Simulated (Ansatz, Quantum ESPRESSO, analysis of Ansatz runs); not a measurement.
# Li2SnF6 (P-31m), nudged elastic band: V_F hop (2.8 Å) (q = +1), part 2 of 5

Aim: the barrier of one jump in Li2SnF6 (P-31m) at charge +1: V_F hop (2.8 Å). The model is a cell of 72 host atoms with 1 F taken out; F is the atom that moves.

Ansatz 0.2.0; plane-wave PAW DFT, PBEsol; nudged elastic band between two relaxed defect structures at fixed charge in a uniform background.

So far: The structure; Relaxation of the start point, charge +1.

## (3) Relaxation of the end point, charge +1

Level of this step: plane-wave PAW DFT, PBEsol; relaxation of all atoms of a defect supercell at fixed charge in a uniform background (Ansatz).

The end point is relaxed in the same cell and settings, so that the two energies compare. Atoms more than 3.2 Å from the middle of the hop start where the first relaxation left them, the nearer ones on or close to their ideal places, with small random displacements.

qp1.end/input.yaml

```yaml
crystal:
  lattice:
    - [9.92600377, 6.0e-08, 0.0]
    - [-4.96300194, 8.59617139, 0.0]
    - [0.0, 0.0, 9.12940559]
  atoms:
    - { symbol: Li, position: [0.33060728, 0.16294917, 0.24832053] }
    - { symbol: Li, position: [0.1631724, 0.33396532, 0.24909838] }
[... 8 atom lines left out ...]
    - { symbol: Li, position: [0.16666667, 0.33333333, 0.75] }
[... 2 atom lines left out ...]
    - { symbol: F, position: [0.33697409, 0.33697409, 0.87334749] }
[... 13 atom lines left out ...]
    - { symbol: Li, position: [0.33333333, 0.66666667, 0.75] }
[... 4 atom lines left out ...]
    - { symbol: F, position: [0.16302591, 0.5, 0.87334749] }
[... 18 atom lines left out ...]
    - { symbol: F, position: [0.5, 0.33697409, 0.62665251] }
[... 3 atom lines left out ...]
    - { symbol: Sn, position: [0.5, 0.5, 0.0] }
[... 7 atom lines left out ...]
    - { symbol: Li, position: [0.66666667, 0.83333333, 0.75] }
    - { symbol: Sn, position: [0.5, 0.5, 0.5] }
    - { symbol: F, position: [0.66302591, 0.66302591, 0.62665251] }
[... 2 atom lines left out ...]
    - { symbol: F, position: [0.66302591, 0.5, 0.87334749] }
    - { symbol: F, position: [0.5, 0.83697409, 0.62665251] }
    - { symbol: F, position: [0.335454, 0.5, 0.627514] }
total_charge: 1
basis:
  ecutwfc: 420
  xc_grid: 2
hamiltonian:
  xc: pbesol
kpoints:
  mp_grid: { grid: [1, 1, 1], shift: [0.25, 0.25, 0.25] }
scf:
  occupations: { method: fixed }
  max_iter: 120
output:
  forces: true
relax:
  f_tol: 0.02
  max_steps: 70
  random_displacement: { amplitude: 0.01, seed: 2624 }
```

Run with:

```console
> ansatz run input.yaml --threads 16 --pin off --max-ram 26378MiB --backend cpu --events-out ev --progress --plain --runs-dir out
```

Log:

```text
[...]
Crystal: 71 atoms, lattice volume = 778.972 Å³
Basis set: ecut = 420 eV, 15259 PW (Γ), exchange–correlation on 144×144×128 points (8 copies of the dense FFT grid, shifted against one another)
Bands: 315, of which v1, the nominal top of the filled ones, is band 244 counted from 1 (243 counted from 0)
Symmetry: 1 space group operations
k-points: 1
[...]
SCF iter   1: F=—  HF=-88533.404589 eV  |F-HF|=—  |Δ(HF+E_count)|=         —  Δρ=1.08e-2  dr2=1.04e0  ethr=1.77e-3  ⟨swp⟩=5.0  Hψ=1013  notcnv=0  defer=69
[...]
SCF iter   8: F=-88533.019815 eV  HF=-88533.019813 eV  |F-HF|=2.42e-6  |Δ(HF+E_count)|=   1.67e-5  Δρ=3.14e-5  dr2=5.89e-6  ethr=2.05e-9  ⟨swp⟩=5.0  Hψ=1064  notcnv=0
SCF 1 converged in 8 iterations: F = -88533.019815 eV  dr2 = 5.89e-6
[...]
max |Σ_I F_I| component: 1.17e-5 eV/Å
--- Relaxed structure (7 steps of the walk, 7 accepted, 0 SCFs on fresh bases) ---
  F+E_penalty+E_count = -88534.90857412 eV   max|allowed force component| = 3.744e-3 eV/Å
  atoms:
    - { symbol: Li, position: [0.327841, 0.154970, 0.262664] }
    - { symbol: Li, position: [0.162785, 0.332030, 0.253453] }
    [... 8 atoms left out ...]
    - { symbol: Li, position: [0.163981, 0.335539, 0.749534] }
    [... 2 atoms left out ...]
    - { symbol: F, position: [0.343276, 0.345863, 0.875316] }
    [... 13 atoms left out ...]
    - { symbol: Li, position: [0.315621, 0.670339, 0.732213] }
    [... 4 atoms left out ...]
    - { symbol: F, position: [0.165451, 0.506017, 0.872480] }
    [... 22 atoms left out ...]
    - { symbol: Sn, position: [0.499733, 0.469550, 0.021794] }
    [... 7 atoms left out ...]
    - { symbol: Li, position: [0.683944, 0.854443, 0.732266] }
    - { symbol: Sn, position: [0.499746, 0.502503, 0.503236] }
    - { symbol: F, position: [0.657435, 0.664931, 0.636293] }
    [... 3 atoms left out ...]
    - { symbol: F, position: [0.499788, 0.833827, 0.628779] }
    - { symbol: F, position: [0.342119, 0.507258, 0.636376] }
[key lines of the parts left out:]
SCF converged after 7 iterations
Free energy (F): -88534.908574 eV
Fermi energy:    1.747098 eV
```

It took 24 s on 16 threads of Arm Neoverse V2, shared host; peak memory 1.6 GiB; 5.4 min of CPU time.

The steps of the relaxation:

| step | energy less that of the first step (eV) | largest force component (eV/Å) |
| --- | --- | --- |
| 1 | 0.0000 | 2.6649 |
| 2 | -1.4694 | 0.8404 |
| 3 | -1.8146 | 0.5546 |
| 4 | -1.8156 | 0.2963 |
| 5 | -1.8876 | 0.0251 |
| 6 | -1.8876 | 0.0253 |
| 7 | -1.8888 | 0.0037 |

The atoms that moved most (Å, from the sites as typed, ahead of the random displacement):

| atom | dx | dy | dz | length |
| --- | --- | --- | --- | --- |
| Sn56 | 0.150 | -0.262 | 0.200 | 0.362 |
| F43 | 0.169 | -0.233 | 0.138 | 0.319 |
| F60 | -0.279 | 0.026 | 0.142 | 0.314 |
| Li28 | -0.193 | 0.031 | -0.162 | 0.254 |
| Li64 | 0.068 | 0.181 | -0.161 | 0.252 |
| Li37 | -0.003 | -0.010 | 0.217 | 0.217 |
| Li54 | -0.062 | -0.023 | 0.134 | 0.149 |
| Li1 | 0.013 | -0.069 | 0.132 | 0.149 |

Neighbours of F71 at the end:

| atom | distance (Å) |
| --- | --- |
| Li28 | 1.970 |
| Sn65 | 2.000 |
| Li11 | 2.021 |
| F14 | 2.710 |
| F66 | 2.711 |
| F33 | 2.775 |
| F52 | 2.806 |
| F70 | 2.809 |
| F62 | 2.859 |

Numbers from this step:

* free energy: -88534.9086 eV
* r.m.s. move of the farther half of the atoms: 0.04752 Å
* largest move from the ideal geometry of this structure, a common shift of the far atoms taken out: 0.3423 Å

The relaxation gained 1.889 eV and ended with a largest force component of 0.0037 eV/Å. The end lies within 1 meV of the start.

[end of part 2 of 5]

[Long decimals in the printed logs are rounded to 6 places.]

[Repeated set-up lines and some long k-point lines are left out of the logs, and relaxed atomic positions are cut to six decimals.]

[Logs are printed without paths, hosts, clocks, repeated set-up lines and the standing remarks that a program may print on its own settings, such as how far it seeks lower states.]

[Hosts, paths, dates, database ids (printed as entryN), source tags and the programs' standing remarks are cut or masked in the printed files.]
